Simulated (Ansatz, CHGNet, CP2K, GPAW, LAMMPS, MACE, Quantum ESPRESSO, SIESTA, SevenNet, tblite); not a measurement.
**A faulty CP2K run on glassy 69SiO2-19Al2O3-6SrO-6Li2O (mol %) (106 atoms)**

Program: CP2K 2026.2, a calculation on a cell of 22 Si, 12 Al, 2 Sr, 4 Li and 66 O, 14.9 Å³ an atom.

The input, input.inp:

```
&GLOBAL
  PROJECT cell
  RUN_TYPE ENERGY_FORCE
  PRINT_LEVEL LOW
&END GLOBAL
&FORCE_EVAL
  METHOD QS
  STRESS_TENSOR ANALYTICAL
  &DFT
    BASIS_SET_FILE_NAME BASIS_MOLOPT
    POTENTIAL_FILE_NAME GTH_POTENTIALS
    &MGRID
      CUTOFF 600
      REL_CUTOFF 50
      NGRIDS 5
    &END MGRID
    &QS
      EPS_DEFAULT 1.0E-12
    &END QS
    &SCF
      SCF_GUESS ATOMIC
      EPS_SCF 1.0E-06
      MAX_SCF 60
      ADDED_MOS 14
      &DIAGONALIZATION
        ALGORITHM STANDARD
      &END DIAGONALIZATION
      &SMEAR ON
        METHOD FERMI_DIRAC
        ELECTRONIC_TEMPERATURE [K] 580
      &END SMEAR
      &MIXING
        METHOD DIRECT_P_MIXING
        ALPHA 0.8
      &END MIXING
      &PRINT
        &RESTART OFF
        &END RESTART
      &END PRINT
    &END SCF
    &XC
      &XC_FUNCTIONAL PBE
      &END XC_FUNCTIONAL
    &END XC
    &PRINT
      &MULLIKEN ON
      &END MULLIKEN
      &LOWDIN ON
      &END LOWDIN
      &MO ON
        EIGENVALUES T
        OCCUPATION_NUMBERS T
        MO_INDEX_RANGE 265 288
        &EACH
          QS_SCF 0
        &END EACH
        ADD_LAST NUMERIC
      &END MO
    &END PRINT
  &END DFT
  &SUBSYS
    &CELL
      A 11.65850 0.00000 0.00000
      B 0.00000 11.65850 0.00000
      C 0.00000 0.00000 11.65850
    &END CELL
    &COORD
      Si 3.37933 11.50647 8.40520
      Si 5.42085 5.58407 4.38733
      Si 10.11445 7.02156 6.49402
      Si 0.89129 1.33630 7.09373
      Si 4.14203 1.51106 4.50554
      Si 0.92662 7.33751 10.06746
      Si 7.55098 9.68075 2.53491
      Si 3.25890 4.75539 2.41587
      Si 10.04520 8.29747 1.52167
      Si 5.73575 3.32594 0.92953
[... 92 atom lines left out ...]
      O 4.96582 0.27491 8.23545
      O 3.82760 0.53338 3.12786
      O 10.32500 9.59565 0.56101
      O 8.57949 5.68655 10.37863
    &END COORD
    &KIND Si
      BASIS_SET DZVP-MOLOPT-SR-GTH-q4
      POTENTIAL GTH-PBE-q4
    &END KIND
    &KIND Al
      BASIS_SET DZVP-MOLOPT-SR-GTH-q3
      POTENTIAL GTH-PBE-q3
    &END KIND
    &KIND Sr
      BASIS_SET DZVP-MOLOPT-SR-GTH-q10
      POTENTIAL GTH-PBE-q10
    &END KIND
    &KIND Li
      BASIS_SET DZVP-MOLOPT-SR-GTH-q3
      POTENTIAL GTH-PBE-q3
    &END KIND
    &KIND O
      BASIS_SET DZVP-MOLOPT-SR-GTH-q6
      POTENTIAL GTH-PBE-q6
    &END KIND
  &END SUBSYS
  &PRINT
    &FORCES ON
    &END FORCES
    &STRESS_TENSOR ON
    &END STRESS_TENSOR
  &END PRINT
&END FORCE_EVAL
```

Started as:

```
> OMP_NUM_THREADS=1 mpirun -np 4 cp2k.psmp -i input.inp > output.txt
```

Numbers of over 12 decimals in the logs are rounded to 6 here.

What it wrote:

```text
CP2K| version string:                                       CP2K version 2026.2
 CP2K| Input file name                                                 input.inp
 GLOBAL| Basis set file name                                        BASIS_MOLOPT
 GLOBAL| Potential file name                                      GTH_POTENTIALS
 GLOBAL| Run type                                                   ENERGY_FORCE
 GLOBAL| Total number of message passing processes                             4
 GLOBAL| Number of threads for this process                                    1
 TOTAL NUMBERS AND MAXIMUM NUMBERS
  Total number of            - Atomic kinds:                                   5
                             - Atoms:                                        106
                             - Shell sets:                                   106
                             - Shells:                                       528
                             - Primitive Cartesian functions:                498
                             - Cartesian basis functions:                   1454
                             - Spherical basis functions:                   1352
  Maximum angular momentum of- Orbital basis functions:                        2
                             - Local part of the GTH pseudopotential:          6
                             - Non-local part of the GTH pseudopotential:      3
 SCF PARAMETERS         Density guess:                                    ATOMIC
                        max_scf:                                              60
                        eps_scf:                                        1.00E-06
                        added MOs                                        14    0
                        Mixing method:                           DIRECT_P_MIXING
                        Smear method:                                FERMI_DIRAC
                        Electronic temperature [K]:                        580.0
                        Electronic temperature [a.u.]:                  1.84E-03
                        Accuracy threshold:                             1.00E-10
 Extrapolation method: initial_guess
 Number of electrons:                                                        552
 Number of occupied orbitals:                                                276
 Number of molecular orbitals:                                               290
 Number of orbital functions:                                               1352
 Number of independent orbital functions:                                   1352
 SCF WAVEFUNCTION OPTIMIZATION
  Step     Update method      Time    Convergence         Total energy    Change
     1 P_Mix/Diag. 0.80E+00    3.3     1.94898164     -1267.0289757553 -1.27E+03
     2 P_Mix/Diag. 0.80E+00    4.2     1.04114118     -1262.4844592352  4.54E+00
     3 P_Mix/Diag. 0.80E+00    4.1     2.35387105     -1257.3000493280  5.18E+00
[...]
59 P_Mix/Diag. 0.80E+00    4.0    25.56228615      1166.3024560191 -1.26E+02
    60 P_Mix/Diag. 0.80E+00    4.0    25.64554452      1283.0109036627  1.17E+02
  Leaving inner SCF loop after reaching    60 steps.
  Electronic density on regular grids:       -551.9999999999        0.0000000001
  Core density on regular grids:              551.9999999996       -0.0000000004
  Total charge density on r-space grids:       -0.0000000003
  Total charge density g-space grids:          -0.0000000003
  Overlap energy of the core charge distribution:               1.35154e-06
  Self energy of the core charge distribution:              -3177.036278
  Core Hamiltonian energy:                                   1306.355657
  Hartree energy:                                            3473.709217
  Exchange-correlation energy:                               -320.013166
  Electronic entropic energy:                                  -0.00278053
  Fermi energy:                                                -5.757319
  Total energy:                                              1283.010904
  Total energy (extrapolated to T->0):                       1283.012294
 *   ___                                                                       *
 *  /   \                                                                      *
 * [ABORT]                                                                     *
 *  \___/     SCF run NOT converged. To continue the calculation regardless,   *
 *    |             please set the keyword IGNORE_CONVERGENCE_FAILURE.         *
 *  O/|                                                                        *
 * /| |                                                                        *
```

Run time: 4.2 min. Hardware: 4 MPI ranks of Arm Neoverse V2, shared host; peak memory 3.5 GiB.

Banners, paths, timers and routine set-up lines are dropped from the logs unmarked, and long logs keep their key lines alone; longer cuts are marked.

Q: Name the fault.

Mixing far too strong: mixer DIRECT_P_MIXING and mixing weight 0.8.

The run ended unconverged.

[Also dropped from logs without a mark: logging warnings of Python, and SIESTA's first energy breakdown and zero terms.]

[Logs are printed without paths, hosts, clocks, repeated set-up lines and the standing remarks that a program may print on its own settings, such as how far it seeks lower states.]

[Hosts, paths, dates, database ids (printed as entryN), source tags and the programs' standing remarks are cut or masked in the printed files.]
